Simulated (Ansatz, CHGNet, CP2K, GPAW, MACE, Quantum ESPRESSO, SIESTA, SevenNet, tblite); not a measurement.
# Quantum ESPRESSO on random packing of B74C26 (at. %) (103 atoms): settings against a plane-wave reference, part 2 of 2

Aim: run random packing of B74C26 (at. %) (103 atoms) in Quantum ESPRESSO and see how near its forces come to a plane-wave reference, and at what cost.

Program: Quantum ESPRESSO 7.5; the method stands at each step. Banners, paths, timers and routine set-up lines are dropped from the logs unmarked, and long logs keep their key lines alone; longer cuts are marked.

So far. Step 2 (PBE, sssp-1.3.0-efficiency, 45/360 Ry): Forces lie 0.87 % from the reference's, at 7.3 times its CPU time (on 2 against 4 cores).

## Step 3: PBE+D3(BJ), sssp-1.3.0-efficiency, 45/360 Ry

Method: Kohn-Sham DFT, PBE+D3(BJ), SSSP efficiency 1.3.0 pseudopotentials, plane waves.

pw.in reads:

```
&control
  calculation = 'scf'
  pseudo_dir = './pseudo'
  outdir = './tmp'
  disk_io = 'none'
  tprnfor = .true.
  tstress = .true.
/
&system
  ibrav = 0
  nat = 103
  ntyp = 2
  ecutwfc = 45
  ecutrho = 360
  nosym = .true.
  occupations = 'smearing'
  smearing = 'fd'
  degauss = 0.003675
  vdw_corr = 'dft-d3'
  dftd3_version = 4
  dftd3_threebody = .false.
/
&electrons
  conv_thr = 5.2e-07
  electron_maxstep = 100
  mixing_beta = 0.2
  mixing_mode = 'local-TF'
  diagonalization = 'david'
/
ATOMIC_SPECIES
B 10.810 B.upf
C 12.011 C.upf
CELL_PARAMETERS angstrom
9.54210 0.00000 0.00000
0.00000 9.54210 0.00000
0.00000 0.00000 9.54210
ATOMIC_POSITIONS crystal
[... 103 atom lines left out: the same atoms as in the first run ...]
K_POINTS gamma
```

Run with:

```bash
$ OMP_NUM_THREADS=1 mpirun -np 2 pw.x -in pw.in > output.txt
```

Log:

```text
[banner, memory and clock lines left out]
Program PWSCF
     gamma-point specific algorithms are used
     bravais-lattice index     =            0
     lattice parameter (alat)  =      18.0320  a.u.
     unit-cell volume          =    5863.1161 (a.u.)^3
[... lines left out ...]
     number of k points=     1  Fermi-Dirac smearing, width (Ry)=  0.0037
[... lines left out ...]
     total energy              =    -971.95036078 Ry
[... lines left out ...]
     total energy              =    -970.49157032 Ry
[... lines left out ...]
     total energy              =    -971.10835834 Ry
[... lines left out ...]
     total energy              =    -971.11286430 Ry
[... lines left out ...]
     total energy              =    -971.11286422 Ry
[... lines left out ...]
     the Fermi energy is     8.1153 ev
!    total energy              =    -971.11286433 Ry
[... lines left out ...]
     internal energy E=F+TS    =    -971.08851162 Ry
     The total energy is F=E-TS. E is the sum of the following terms:
     one-electron contribution =     185.03235015 Ry
     hartree contribution      =      93.01255383 Ry
     xc contribution           =    -334.78470391 Ry
     ewald contribution        =    -746.02840178 Ry
     DFT-D3 Dispersion         =      -1.43638901 Ry
     one-center paw contrib.   =    -166.88392090 Ry
     convergence has been achieved in  16 iterations
     Forces acting on atoms (cartesian axes, Ry/au):
     atom    1 type  1   force =     0.00063331    0.03042918    0.02437937
     atom    2 type  1   force =    -0.04687323    0.07221502   -0.00178043
     atom    3 type  1   force =     0.00625429   -0.01001384   -0.00374862
[...]
atom  102 type  2   force =     0.00236190   -0.11879773    0.01482145
     atom  103 type  2   force =    -0.00262669   -0.06092867    0.05058147
     Total force =     0.893677     Total SCF correction =     0.000434
     Computing stress (Cartesian axis) and pressure
          total   stress  (Ry/bohr**3)                   (kbar)     P=     -218.86
  -0.00128031   0.00019147  -0.00009456         -188.34       28.17      -13.91
   0.00019147  -0.00143146   0.00023211           28.17     -210.58       34.15
  -0.00009456   0.00023211  -0.00175154          -13.91       34.15     -257.66
     Message from routine punch:
     Nothing written, as per user request (disk_io='none')
```

Elapsed: 3.2 min, on 2 MPI ranks of Arm Neoverse N1, shared host; peak memory 1.8 GiB.

Compared with the plane-wave run:

- r.m.s. force component: 1.307 eV/Å
- r.m.s. difference of force components: 134.7 meV/Å
- longest difference of force vectors: 706.7 meV/Å
- force difference over r.m.s. force: 10 %
- slope of forces against the reference's: 0.9656
- correlation of force components: 0.9953
- pressure: -21.89 GPa
- pressure difference: -0.3299 GPa

Against the first run (0.87 %), the force difference from the reference is 10 %, at 1.00 times the CPU time; the model has changed, so this is no error of the program alone.

## Step 4: Another try, on a changed input

pw.in, as its differences from that of step 3:

```diff
@@ -18,5 +18,2 @@
   degauss = 0.003675
-  vdw_corr = 'dft-d3'
-  dftd3_version = 4
-  dftd3_threebody = .false.
 /
@@ -24,3 +21,3 @@
   conv_thr = 5.2e-07
-  electron_maxstep = 100
+  electron_maxstep = 2
   mixing_beta = 0.2
```

Log:

```text
[banner, memory and clock lines left out]
Program PWSCF
     gamma-point specific algorithms are used
     bravais-lattice index     =            0
     lattice parameter (alat)  =      18.0320  a.u.
     unit-cell volume          =    5863.1161 (a.u.)^3
[... lines left out ...]
     number of electrons       =       336.00
[... lines left out ...]
     scf convergence threshold =      5.2E-07
[... lines left out ...]
     PseudoPot. # 1 for B :
     Pseudo is Ultrasoft + core correction, Zval =  3.0
     PseudoPot. # 2 for C :
     Pseudo is Projector augmented-wave + core cor, Zval =  4.0
     atomic species   valence    mass     pseudopotential
     B                 3.00    10.81000     B ( 1.00)
     C                 4.00    12.01100     C ( 1.00)
     No symmetry found
   Cartesian axes
     number of k points=     1  Fermi-Dirac smearing, width (Ry)=  0.0037
                       cart. coord. in units 2pi/alat
        k(    1) = (   0.0000000   0.0000000   0.0000000), wk =   2.0000000
     Dense  grid:   338183 G-vectors     FFT dimensions: ( 120, 120, 120)
     Smooth grid:   119693 G-vectors     FFT dimensions: (  80,  80,  80)
     Check: negative core charge=   -0.000005
     Initial potential from superposition of free atoms
     starting charge     335.9775, renormalised to     336.0000
     Starting wfcs are  412 randomized atomic wfcs
     Self-consistent Calculation
     iteration #  1     ecut=    45.00 Ry     beta= 0.20
     total energy              =    -970.51397177 Ry
     estimated scf accuracy    <       6.25592678 Ry
     iteration #  2     ecut=    45.00 Ry     beta= 0.20
     total energy              =    -969.05518131 Ry
     estimated scf accuracy    <       4.13994189 Ry
     End of self-consistent calculation
     convergence NOT achieved after   2 iterations: stopping
     Message from routine punch:
     Nothing written, as per user request (disk_io='none')
```

It took 30 s on 2 MPI ranks; peak memory 1.1 GiB.

The run stopped without converging, so its numbers are no property of the system. The fault in the input: too few SCF iterations (iteration limit 2).

## Step 5: All runs compared

Differences are against the plane-wave reference, forces as r.m.s. over components; share is that over the reference's r.m.s. force, slope the least-squares factor from reference forces to these. Total energies of different programs have different zeros and aren't compared.

```
                                            run  Δ force, r.m.s. (meV/Å)  share (%)  slope  Δ pressure (GPa)  cores  CPU time  memory (GiB)
                                      reference                        -          -      -                 -      4      52 s          1.00
       QE PBE, sssp-1.3.0-efficiency, 45/360 Ry                     11.7      0.868  0.997            -0.172      2   6.4 min           1.8
QE PBE+D3(BJ), sssp-1.3.0-efficiency, 45/360 Ry                      135       10.0  0.966            -0.330      2   6.4 min           1.8
```

CPU time is summed over cores on a shared host, where runs went side by side, so it is rough. Symmetry, cutoffs, thresholds, outputs and thread counts weren't matched or tuned between programs; memory under MPI is the largest rank's times the ranks.

A second geometry, displaced anew (every atom was moved at random, 0.08 Å r.m.s. a Cartesian component), gives an energy difference that all programs can be tested on. The reference puts it at -3.534 meV/atom.

| run | energy less the first geometry's (meV/atom) | error (meV/atom) | force share at the second geometry (%) |
| --- | --- | --- | --- |
| QE PBE, sssp-1.3.0-efficiency, 45/360 Ry | -3.801 | -0.267 | 0.932 |
| QE PBE+D3(BJ), sssp-1.3.0-efficiency, 45/360 Ry | -2.234 | 1.30 | 8.03 |

## Step 6: Outcome

```yaml
nearest_in_forces: QE PBE, sssp-1.3.0-efficiency, 45/360 Ry, 0.87 %
its_cpu_time: 6.4 min
```

What this shows: PBE on plane waves or a grid with other potentials, cutoffs or grids differs from the reference by 0.87 % (QE PBE, sssp-1.3.0-efficiency, 45/360 Ry) of the r.m.s. force; this holds the reference's own error, so differences of a few per cent don't tell which side is nearer the exact PBE result (QE's 45 Ry are 612 eV, against the reference's 420 eV). Rows with another functional or a dispersion term differ by 10 % (QE PBE+D3(BJ), sssp-1.3.0-efficiency, 45/360 Ry), which mixes the change of model with differences of basis and potentials. None of the electronic-structure runs in the table takes under half the reference's CPU time of 52 s; they take 7.3 to 7.3 times as much. The energy difference between the two geometries, -3.53 meV/atom in the reference, is met best by QE PBE, sssp-1.3.0-efficiency, 45/360 Ry (-0.267) and worst by QE PBE+D3(BJ), sssp-1.3.0-efficiency, 45/360 Ry (+1.3). The reference's stress is far from hydrostatic: its diagonal is -18.2, -20.8, -25.7 GPa, compression counted positive. The reference's pressure of -22 GPa says that the cell would shrink at this level of theory. The electronic-structure runs sample only Γ, in a cell whose shortest periodic width is 10 Å, which is coarse for a cell with partly filled levels.

[Also dropped from logs without a mark: logging warnings of Python, and SIESTA's first energy breakdown and zero terms.]

[Logs are printed without paths, hosts, clocks, repeated set-up lines and the standing remarks that a program may print on its own settings, such as how far it seeks lower states.]

[Hosts, paths, dates, database ids (printed as entryN), source tags and the programs' standing remarks are cut or masked in the printed files.]
